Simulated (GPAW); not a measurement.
# A C chain with one bond drawn out by 0.6 Å: converging a transmission, part 2 of 3

Aim: the cheapest settings that leave the conductance of a C chain with one bond drawn out by 0.6 Å unchanged.

GPAW 26.7.0; GPAW LCAO, PAW setups; Landauer transmission from Green's functions with principal layers (ASE), zero bias.

So far, transmission at the Fermi level (one spin): step 2 (the reference run) 0.899; step 4 (energies [-3, 3, 0.1] eV) 0.899; step 6 (energies [-3, 3, 0.0125] eV) 0.899; step 8 (density threshold: conv = 0.1) 0.900; step 9 (varying the density threshold: conv = 0.01) 0.901.

## (10) Density threshold: conv = 0.001

run.py

```python
import json
import numpy as np
from ase import Atoms
from ase.transport.calculators import TransportCalculator
from gpaw import GPAW, FermiDirac
from gpaw.lcao.tools import get_lcao_hamiltonian
from scipy.linalg import eigh

# The junction with lead layers at both ends, along the third cell vector
device = Atoms(
    ['C', 'C', 'C', 'C', 'C', 'C', 'C', 'C', 'C', 'C', 'C', 'C'],
    positions=[
        [4.50000, 4.50000, 0.64000],
        [4.50000, 4.50000, 1.92000],
        [4.50000, 4.50000, 3.20000],
        [4.50000, 4.50000, 4.48000],
        [4.50000, 4.50000, 5.76000],
        [4.50000, 4.50000, 7.04000],
        [4.50000, 4.50000, 8.92000],
        [4.50000, 4.50000, 10.20000],
        [4.50000, 4.50000, 11.48000],
        [4.50000, 4.50000, 12.76000],
        [4.50000, 4.50000, 14.04000],
        [4.50000, 4.50000, 15.32000]],
    cell=[[9.0, 0.0, 0.0], [0.0, 9.0, 0.0], [0.0, 0.0, 15.96]],
    pbc=True)

# One principal layer of the lead: the first 4 atoms of the device
lead = Atoms(
    ['C', 'C', 'C', 'C'],
    positions=[
        [4.50000, 4.50000, 0.64000],
        [4.50000, 4.50000, 1.92000],
        [4.50000, 4.50000, 3.20000],
        [4.50000, 4.50000, 4.48000]],
    cell=[[9.0, 0.0, 0.0], [0.0, 9.0, 0.0], [0.0, 0.0, 5.12]],
    pbc=True)

settings = dict(mode='lcao', basis='szp(dzp)', xc='PBE', h=0.2,
                occupations=FermiDirac(0.1), maxiter=250,
                mixer=dict(beta=0.1, nmaxold=8, weight=100.0),
                convergence=dict(density=0.001))
energies = np.arange(-3, 3 + 1e-9, 0.075)
eta = 0.0001
n1, n2 = 1, 1
# k and -k transmit alike, so half of the mesh across the current serves
mesh = [(i, j) for i in range(n1) for j in range(n2) if (i, j) <= (-i % n1, -j % n2)]
weights = np.array([1 if (i, j) == (-i % n1, -j % n2) else 2 for i, j in mesh]) / (n1 * n2)

# [... helper functions left out ...]
fermi_lead = ground_state(lead, (1, 1, 22), 'lead.txt')
fermi_device = ground_state(device, (1, 1, 5), 'device.txt')
# [... loop over the mesh left out, but for ...]
        # Shift the lead onto the potential of the device's first layer
        shift = ((H[:, 0, 0] - H0[:, 0, 0]) / S0[0, 0]).real.mean()
# [...]
kT = 8.617333e-5 * 77
bias = [0.1, 0.2, 0.5, 1.0, 1.5, 2.0]
# [... integrals and printing left out ...]
```

The run is started by

```bash
$ OMP_NUM_THREADS=1 OPENBLAS_NUM_THREADS=1 python run.py
```

The program printed:

```text
basis functions: device 108, principal layer 36
Fermi level: lead -6.8425 eV, device -6.7532 eV; lead shifted by -0.0096 eV
largest coupling past the next layer 1.03e-04 eV, largest misfit of the first layer 0.176 eV
  E-E_F (eV)   T (one spin)  [channel counts left out]
    -3.000    4.3617e-01
    -2.925    4.4729e-01
    -2.850    4.5784e-01
[...]
2.925    8.1941e-01
     3.000    8.2082e-01
conductance at 77 K: 0.89966 G0 a cell; thermopower -0.1093 uV/K
current from the zero-bias T(E) at 0.1 V: 6.9696 uA
current from the zero-bias T(E) at 0.2 V: 13.936 uA
current from the zero-bias T(E) at 0.5 V: 34.775 uA
current from the zero-bias T(E) at 1.0 V: 69.103 uA
current from the zero-bias T(E) at 1.5 V: 102.59 uA
current from the zero-bias T(E) at 2.0 V: 134.96 uA
```

Run time: 14 s. Hardware: 1 thread of Arm Neoverse V1, shared host; peak memory 0.51 GiB.

The conductance equals that of the base run to 0.2 %.

## (11) Varying the density threshold: conv = 1e-06

run.py, as its differences from that of step 10:

```diff
@@ -41,3 +41,3 @@
                 mixer=dict(beta=0.1, nmaxold=8, weight=100.0),
-                convergence=dict(density=0.001))
+                convergence=dict(density=1e-06))
 energies = np.arange(-3, 3 + 1e-9, 0.075)
```

The program printed:

```text
basis functions: device 108, principal layer 36
Fermi level: lead -6.8417 eV, device -6.7534 eV; lead shifted by -0.0116 eV
largest coupling past the next layer 1.03e-04 eV, largest misfit of the first layer 0.177 eV
  E-E_F (eV)   T (one spin)  [channel counts left out]
    -3.000    4.3555e-01
    -2.925    4.4680e-01
    -2.850    4.5747e-01
[...]
2.925    8.1831e-01
     3.000    8.1973e-01
conductance at 77 K: 0.89946 G0 a cell; thermopower -0.1101 uV/K
current from the zero-bias T(E) at 0.1 V: 6.968 uA
current from the zero-bias T(E) at 0.2 V: 13.933 uA
current from the zero-bias T(E) at 0.5 V: 34.767 uA
current from the zero-bias T(E) at 1.0 V: 69.085 uA
current from the zero-bias T(E) at 1.5 V: 102.56 uA
current from the zero-bias T(E) at 2.0 V: 134.91 uA
```

It took 24 s on 1 thread; peak memory 0.52 GiB.

The conductance equals that of the base run to 0.2 %.

## (12) Convergence in the density threshold

The runs and the base run on one axis.

This step: convergence of the conductance (GPAW 26.7.0).

The conductance stays at 0.900 G₀ for log10 of the density threshold from -6 to -1.

## (13) K-points along the lead: lead_nz = 2

The lead's own mesh along the current sets its density and potential; where the lead is aligned to the junction's end layer, a rigid shift drops out.

This step: GPAW LCAO, PAW setups; Landauer transmission from Green's functions with principal layers (ASE), zero bias (GPAW 26.7.0).

run.py, as its differences from that of step 11:

```diff
@@ -41,3 +41,3 @@
                 mixer=dict(beta=0.1, nmaxold=8, weight=100.0),
-                convergence=dict(density=1e-06))
+                convergence=dict(density=0.0001))
 energies = np.arange(-3, 3 + 1e-9, 0.075)
@@ -50,3 +50,3 @@
 # [... helper functions left out ...]
-fermi_lead = ground_state(lead, (1, 1, 22), 'lead.txt')
+fermi_lead = ground_state(lead, (1, 1, 2), 'lead.txt')
 fermi_device = ground_state(device, (1, 1, 5), 'device.txt')
```

The program printed:

```text
basis functions: device 108, principal layer 36
Fermi level: lead -6.7363 eV, device -6.7534 eV; lead shifted by -0.0243 eV
largest coupling past the next layer 1.03e-04 eV, largest misfit of the first layer 0.177 eV
  E-E_F (eV)   T (one spin)  [channel counts left out]
    -3.000    4.4055e-01
    -2.925    4.5258e-01
    -2.850    4.6366e-01
    -2.775    4.7390e-01
    -2.700    4.8342e-01
    -2.625    4.9239e-01
    -2.550    5.0096e-01
    -2.475    5.0931e-01
    -2.400    5.1760e-01
    -2.325    5.2598e-01
    -2.250    5.3460e-01
    -2.175    5.4358e-01
    -2.100    5.5302e-01
    -2.025    5.6301e-01
    -1.950    5.7362e-01
    -1.875    5.8489e-01
[...]
2.475    8.1434e-01
     2.550    8.1479e-01
     2.625    8.1554e-01
     2.700    8.1656e-01
     2.775    8.1782e-01
     2.850    8.1930e-01
     2.925    8.2097e-01
     3.000    8.2280e-01
conductance at 77 K: 0.90475 G0 a cell; thermopower -0.1003 uV/K
current from the zero-bias T(E) at 0.1 V: 7.0089 uA
current from the zero-bias T(E) at 0.2 V: 14.014 uA
current from the zero-bias T(E) at 0.5 V: 34.963 uA
current from the zero-bias T(E) at 1.0 V: 69.43 uA
current from the zero-bias T(E) at 1.5 V: 102.97 uA
current from the zero-bias T(E) at 2.0 V: 135.29 uA
```

Elapsed: 16 s, on 1 thread; peak memory 0.51 GiB.

This step gave:

```yaml
conductance: 0.9047 G₀
shift_that_aligns_the_lead: -0.02431 eV
transmission_at_the_fermi_level_one_spin: 0.9048
```

One spin. Table of transmission, zone mean by energy, zero at the Fermi level:

| energy (eV) | transmission, zone mean |
| --- | --- |
| -3.0000 | 0.441 |
| -2.7750 | 0.474 |
| -2.4750 | 0.509 |
| -2.2500 | 0.535 |
| -2.0250 | 0.563 |
| -1.7250 | 0.610 |
| -1.5000 | 0.651 |
| -1.2750 | 0.698 |
| -0.9750 | 0.763 |
| -0.7500 | 0.810 |
| -0.5250 | 0.850 |
| -0.2250 | 0.888 |
| 0.0000 | 0.905 |
| 0.2250 | 0.910 |
| 0.5250 | 0.904 |
| 0.7500 | 0.892 |
| 0.9750 | 0.877 |
| 1.2750 | 0.856 |
| 1.5000 | 0.842 |
| 1.7250 | 0.830 |
| 2.0250 | 0.819 |
| 2.2500 | 0.815 |
| 2.4750 | 0.814 |
| 2.7750 | 0.818 |
| 3.0000 | 0.823 |

Not self-consistent under bias; the bias window is split evenly. Table of current through one cell, from the zero-bias transmission by bias:

| bias (V) | current through one cell, from the zero-bias transmission (μA) |
| --- | --- |
| 0.100 | 7.01 |
| 0.200 | 14.0 |
| 0.500 | 35.0 |
| 1.000 | 69.4 |
| 1.500 | 103 |
| 2.000 | 135 |

The conductance, 0.905 G₀, lies 0.6 % above that of the base run.

## (14) Varying the k-points along the lead: lead_nz = 4

run.py, as its differences from that of step 13:

```diff
@@ -50,3 +50,3 @@
 # [... helper functions left out ...]
-fermi_lead = ground_state(lead, (1, 1, 2), 'lead.txt')
+fermi_lead = ground_state(lead, (1, 1, 4), 'lead.txt')
 fermi_device = ground_state(device, (1, 1, 5), 'device.txt')
```

The program printed:

```text
basis functions: device 108, principal layer 36
Fermi level: lead -6.8163 eV, device -6.7534 eV; lead shifted by -0.0155 eV
largest coupling past the next layer 1.03e-04 eV, largest misfit of the first layer 0.177 eV
  E-E_F (eV)   T (one spin)  [channel counts left out]
    -3.000    4.3677e-01
    -2.925    4.4821e-01
    -2.850    4.5898e-01
    -2.775    4.6918e-01
    -2.700    4.7891e-01
    -2.625    4.8830e-01
    -2.550    4.9747e-01
    -2.475    5.0655e-01
    -2.400    5.1566e-01
    -2.325    5.2492e-01
    -2.250    5.3442e-01
    -2.175    5.4426e-01
    -2.100    5.5451e-01
    -2.025    5.6523e-01
    -1.950    5.7648e-01
    -1.875    5.8829e-01
[...]
2.475    8.1458e-01
     2.550    8.1463e-01
     2.625    8.1499e-01
     2.700    8.1562e-01
     2.775    8.1651e-01
     2.850    8.1764e-01
     2.925    8.1898e-01
     3.000    8.2050e-01
conductance at 77 K: 0.90073 G0 a cell; thermopower -0.1076 uV/K
current from the zero-bias T(E) at 0.1 V: 6.9779 uA
current from the zero-bias T(E) at 0.2 V: 13.952 uA
current from the zero-bias T(E) at 0.5 V: 34.814 uA
current from the zero-bias T(E) at 1.0 V: 69.168 uA
current from the zero-bias T(E) at 1.5 V: 102.66 uA
current from the zero-bias T(E) at 2.0 V: 135 uA
```

Run time: 16 s. Hardware: 1 thread; peak memory 0.51 GiB.

Numbers from this step:

- conductance: 0.9007 G₀
- shift that aligns the lead: -0.01551 eV
- transmission at the Fermi level (one spin): 0.9008

One spin. Table of transmission, zone mean by energy, zero at the Fermi level:

| energy (eV) | transmission, zone mean |
| --- | --- |
| -3.0000 | 0.437 |
| -2.7750 | 0.469 |
| -2.4750 | 0.507 |
| -2.2500 | 0.534 |
| -2.0250 | 0.565 |
| -1.7250 | 0.614 |
| -1.5000 | 0.656 |
| -1.2750 | 0.701 |
| -0.9750 | 0.764 |
| -0.7500 | 0.808 |
| -0.5250 | 0.846 |
| -0.2250 | 0.884 |
| 0.0000 | 0.901 |
| 0.2250 | 0.908 |
| 0.3000 | 0.908 |
| 0.5250 | 0.904 |
| 0.7500 | 0.893 |
| 0.9750 | 0.880 |
| 1.2750 | 0.859 |
| 1.5000 | 0.845 |
| 1.7250 | 0.833 |
| 2.0250 | 0.821 |
| 2.2500 | 0.816 |
| 2.4750 | 0.815 |
| 2.7750 | 0.817 |
| 3.0000 | 0.821 |

Not self-consistent under bias; the bias window is split evenly. Current through one cell, from the zero-bias transmission against bias:

| bias (V) | current through one cell, from the zero-bias transmission (μA) |
| --- | --- |
| 0.100 | 6.98 |
| 0.200 | 14.0 |
| 0.500 | 34.8 |
| 1.000 | 69.2 |
| 1.500 | 103 |
| 2.000 | 135 |

The conductance equals that of the base run to 0.2 %.

## (15) Varying the k-points along the lead: lead_nz = 8

run.py, as its differences from that of step 14:

```diff
@@ -50,3 +50,3 @@
 # [... helper functions left out ...]
-fermi_lead = ground_state(lead, (1, 1, 4), 'lead.txt')
+fermi_lead = ground_state(lead, (1, 1, 8), 'lead.txt')
 fermi_device = ground_state(device, (1, 1, 5), 'device.txt')
```

The program printed:

```text
basis functions: device 108, principal layer 36
Fermi level: lead -6.8369 eV, device -6.7534 eV; lead shifted by -0.0132 eV
largest coupling past the next layer 1.03e-04 eV, largest misfit of the first layer 0.177 eV
  E-E_F (eV)   T (one spin)  [channel counts left out]
    -3.000    4.3580e-01
    -2.925    4.4709e-01
    -2.850    4.5778e-01
[...]
2.925    8.1846e-01
     3.000    8.1991e-01
conductance at 77 K: 0.89971 G0 a cell; thermopower -0.1095 uV/K
current from the zero-bias T(E) at 0.1 V: 6.97 uA
current from the zero-bias T(E) at 0.2 V: 13.936 uA
current from the zero-bias T(E) at 0.5 V: 34.776 uA
current from the zero-bias T(E) at 1.0 V: 69.101 uA
current from the zero-bias T(E) at 1.5 V: 102.58 uA
current from the zero-bias T(E) at 2.0 V: 134.93 uA
```

Wall time 16 s (1 thread); peak memory 0.52 GiB.

The conductance equals that of the base run to 0.2 %.

## (16) K-points along the lead: lead_nz = 30

run.py, as its differences from that of step 15:

```diff
@@ -50,3 +50,3 @@
 # [... helper functions left out ...]
-fermi_lead = ground_state(lead, (1, 1, 8), 'lead.txt')
+fermi_lead = ground_state(lead, (1, 1, 30), 'lead.txt')
 fermi_device = ground_state(device, (1, 1, 5), 'device.txt')
```

The program printed:

```text
basis functions: device 108, principal layer 36
Fermi level: lead -6.8413 eV, device -6.7534 eV; lead shifted by -0.0111 eV
largest coupling past the next layer 1.03e-04 eV, largest misfit of the first layer 0.177 eV
  E-E_F (eV)   T (one spin)  [channel counts left out]
    -3.000    4.3553e-01
    -2.925    4.4677e-01
    -2.850    4.5744e-01
[...]
2.925    8.1832e-01
     3.000    8.1974e-01
conductance at 77 K: 0.89941 G0 a cell; thermopower -0.1101 uV/K
current from the zero-bias T(E) at 0.1 V: 6.9677 uA
current from the zero-bias T(E) at 0.2 V: 13.932 uA
current from the zero-bias T(E) at 0.5 V: 34.765 uA
current from the zero-bias T(E) at 1.0 V: 69.082 uA
current from the zero-bias T(E) at 1.5 V: 102.56 uA
current from the zero-bias T(E) at 2.0 V: 134.91 uA
```

Wall time 17 s (1 thread); peak memory 0.51 GiB.

The conductance equals that of the base run to 0.2 %.

## (17) Convergence in the k-points along the lead

The runs and the base run on one axis.

This step: convergence of the conductance (GPAW 26.7.0).

Table of conductance by k-points along the lead:

| k-points along the lead | conductance (G₀) |
| --- | --- |
| 2.0 | 0.905 |
| 4.0 | 0.901 |
| 8.0 | 0.900 |
| 22.0 | 0.899 |
| 30.0 | 0.899 |

## (18) Broadening: eta = 1e-06

The broadening keeps the Green's functions finite; too large a value absorbs electrons where channels are open and leaks them where none are.

This step: GPAW LCAO, PAW setups; Landauer transmission from Green's functions with principal layers (ASE), zero bias (GPAW 26.7.0).

run.py, as its differences from that of step 16:

```diff
@@ -43,3 +43,3 @@
 energies = np.arange(-3, 3 + 1e-9, 0.075)
-eta = 0.0001
+eta = 1e-06
 n1, n2 = 1, 1
@@ -50,3 +50,3 @@
 # [... helper functions left out ...]
-fermi_lead = ground_state(lead, (1, 1, 30), 'lead.txt')
+fermi_lead = ground_state(lead, (1, 1, 22), 'lead.txt')
 fermi_device = ground_state(device, (1, 1, 5), 'device.txt')
```

The program printed:

```text
basis functions: device 108, principal layer 36
Fermi level: lead -6.8417 eV, device -6.7534 eV; lead shifted by -0.0117 eV
largest coupling past the next layer 1.03e-04 eV, largest misfit of the first layer 0.177 eV
  E-E_F (eV)   T (one spin)  [channel counts left out]
    -3.000    4.3583e-01
    -2.925    4.4708e-01
    -2.850    4.5775e-01
    -2.775    4.6793e-01
    -2.700    4.7773e-01
    -2.625    4.8726e-01
    -2.550    4.9663e-01
    -2.475    5.0595e-01
    -2.400    5.1532e-01
    -2.325    5.2486e-01
    -2.250    5.3465e-01
    -2.175    5.4477e-01
    -2.100    5.5529e-01
    -2.025    5.6626e-01
    -1.950    5.7773e-01
    -1.875    5.8971e-01
[...]
2.475    8.1492e-01
     2.550    8.1484e-01
     2.625    8.1506e-01
     2.700    8.1557e-01
     2.775    8.1635e-01
     2.850    8.1736e-01
     2.925    8.1859e-01
     3.000    8.2001e-01
conductance at 77 K: 0.8998 G0 a cell; thermopower -0.11 uV/K
current from the zero-bias T(E) at 0.1 V: 6.9707 uA
current from the zero-bias T(E) at 0.2 V: 13.938 uA
current from the zero-bias T(E) at 0.5 V: 34.78 uA
current from the zero-bias T(E) at 1.0 V: 69.111 uA
current from the zero-bias T(E) at 1.5 V: 102.6 uA
current from the zero-bias T(E) at 2.0 V: 134.97 uA
```

Elapsed: 17 s, on 1 thread; peak memory 0.51 GiB.

Numbers from this step:

- conductance: 0.8998 G₀
- shift that aligns the lead: -0.01166 eV
- transmission at the Fermi level (one spin): 0.8999

One spin. Transmission, zone mean against energy, zero at the Fermi level:

| energy (eV) | transmission, zone mean |
| --- | --- |
| -3.00 | 0.436 |
| -2.77 | 0.468 |
| -2.55 | 0.497 |
| -2.40 | 0.515 |
| -2.17 | 0.545 |
| -1.95 | 0.578 |
| -1.73 | 0.615 |
| -1.57 | 0.643 |
| -1.35 | 0.687 |
| -1.12 | 0.734 |
| -0.90 | 0.779 |
| -0.75 | 0.808 |
| -0.53 | 0.846 |
| -0.30 | 0.875 |
| -0.07 | 0.895 |
| 0.00 | 0.900 |
| 0.07 | 0.903 |
| 0.30 | 0.907 |
| 0.53 | 0.904 |
| 0.75 | 0.894 |
| 0.90 | 0.885 |
| 1.12 | 0.871 |
| 1.35 | 0.856 |
| 1.57 | 0.842 |
| 1.73 | 0.834 |
| 1.95 | 0.825 |
| 2.17 | 0.819 |
| 2.40 | 0.815 |
| 2.55 | 0.815 |
| 2.77 | 0.816 |
| 3.00 | 0.820 |

Not self-consistent under bias; the bias window is split evenly. The current through one cell, from the zero-bias transmission by bias:

| bias (V) | current through one cell, from the zero-bias transmission (μA) |
| --- | --- |
| 0.100 | 6.97 |
| 0.200 | 13.9 |
| 0.500 | 34.8 |
| 1.000 | 69.1 |
| 1.500 | 103 |
| 2.000 | 135 |

The conductance equals that of the base run to 0.2 %.

## (19) Varying the broadening: eta = 0.001

run.py, as its differences from that of step 18:

```diff
@@ -43,3 +43,3 @@
 energies = np.arange(-3, 3 + 1e-9, 0.075)
-eta = 1e-06
+eta = 0.001
 n1, n2 = 1, 1
```

The program printed:

```text
basis functions: device 108, principal layer 36
Fermi level: lead -6.8417 eV, device -6.7534 eV; lead shifted by -0.0117 eV
largest coupling past the next layer 1.03e-04 eV, largest misfit of the first layer 0.177 eV
  E-E_F (eV)   T (one spin)  [channel counts left out]
    -3.000    4.3287e-01
    -2.925    4.4411e-01
    -2.850    4.5478e-01
    -2.775    4.6496e-01
    -2.700    4.7476e-01
    -2.625    4.8429e-01
    -2.550    4.9366e-01
    -2.475    5.0298e-01
    -2.400    5.1236e-01
    -2.325    5.2190e-01
    -2.250    5.3168e-01
    -2.175    5.4179e-01
    -2.100    5.5230e-01
    -2.025    5.6325e-01
    -1.950    5.7470e-01
    -1.875    5.8665e-01
[...]
2.475    8.1220e-01
     2.550    8.1213e-01
     2.625    8.1237e-01
     2.700    8.1288e-01
     2.775    8.1366e-01
     2.850    8.1467e-01
     2.925    8.1591e-01
     3.000    8.1733e-01
conductance at 77 K: 0.89597 G0 a cell; thermopower -0.1108 uV/K
current from the zero-bias T(E) at 0.1 V: 6.941 uA
current from the zero-bias T(E) at 0.2 V: 13.879 uA
current from the zero-bias T(E) at 0.5 V: 34.632 uA
current from the zero-bias T(E) at 1.0 V: 68.818 uA
current from the zero-bias T(E) at 1.5 V: 102.17 uA
current from the zero-bias T(E) at 2.0 V: 134.4 uA
```

Elapsed: 17 s, on 1 thread; peak memory 0.51 GiB.

This step gave:

```
conductance                                : 0.8960 G₀
transmission at the Fermi level (one spin) : 0.8960
```

One spin. Table of transmission, zone mean by energy, zero at the Fermi level:

| energy (eV) | transmission, zone mean |
| --- | --- |
| -3.0000 | 0.433 |
| -2.7750 | 0.465 |
| -2.4750 | 0.503 |
| -2.2500 | 0.532 |
| -2.0250 | 0.563 |
| -1.7250 | 0.612 |
| -1.5000 | 0.654 |
| -1.2750 | 0.699 |
| -0.9750 | 0.761 |
| -0.7500 | 0.804 |
| -0.5250 | 0.842 |
| -0.2250 | 0.879 |
| 0.0000 | 0.896 |
| 0.2250 | 0.903 |
| 0.3000 | 0.904 |
| 0.5250 | 0.900 |
| 0.7500 | 0.891 |
| 0.9750 | 0.877 |
| 1.2750 | 0.858 |
| 1.5000 | 0.844 |
| 1.7250 | 0.832 |
| 2.0250 | 0.820 |
| 2.2500 | 0.814 |
| 2.4750 | 0.812 |
| 2.7750 | 0.814 |
| 3.0000 | 0.817 |

Not self-consistent under bias; the bias window is split evenly. Table of current through one cell, from the zero-bias transmission by bias:

| bias (V) | current through one cell, from the zero-bias transmission (μA) |
| --- | --- |
| 0.100 | 6.94 |
| 0.200 | 13.9 |
| 0.500 | 34.6 |
| 1.000 | 68.8 |
| 1.500 | 102 |
| 2.000 | 134 |

The conductance, 0.896 G₀, lies 0.4 % below that of the base run.

## (20) Broadening: eta = 0.01

run.py, as its differences from that of step 19:

```diff
@@ -43,3 +43,3 @@
 energies = np.arange(-3, 3 + 1e-9, 0.075)
-eta = 0.001
+eta = 0.01
 n1, n2 = 1, 1
```

The program printed:

```text
basis functions: device 108, principal layer 36
Fermi level: lead -6.8417 eV, device -6.7534 eV; lead shifted by -0.0117 eV
largest coupling past the next layer 1.03e-04 eV, largest misfit of the first layer 0.177 eV
  E-E_F (eV)   T (one spin)  [channel counts left out]
    -3.000    4.0709e-01
    -2.925    4.1824e-01
    -2.850    4.2886e-01
[...]
2.925    7.9214e-01
     3.000    7.9358e-01
conductance at 77 K: 0.86219 G0 a cell; thermopower -0.1186 uV/K
current from the zero-bias T(E) at 0.1 V: 6.6794 uA
current from the zero-bias T(E) at 0.2 V: 13.356 uA
current from the zero-bias T(E) at 0.5 V: 33.328 uA
current from the zero-bias T(E) at 1.0 V: 66.229 uA
current from the zero-bias T(E) at 1.5 V: 98.329 uA
current from the zero-bias T(E) at 2.0 V: 129.36 uA
```

The job ended after 17 s (1 thread; peak memory 0.51 GiB).

The conductance, 0.862 G₀, lies 4.1 % below that of the base run.

(Part 2 of 3 ends here.)

[Logs are printed without paths, hosts, clocks, repeated set-up lines and the standing remarks that a program may print on its own settings, such as how far it seeks lower states.]

[Hosts, paths, dates, database ids (printed as entryN), source tags and the programs' standing remarks are cut or masked in the printed files.]
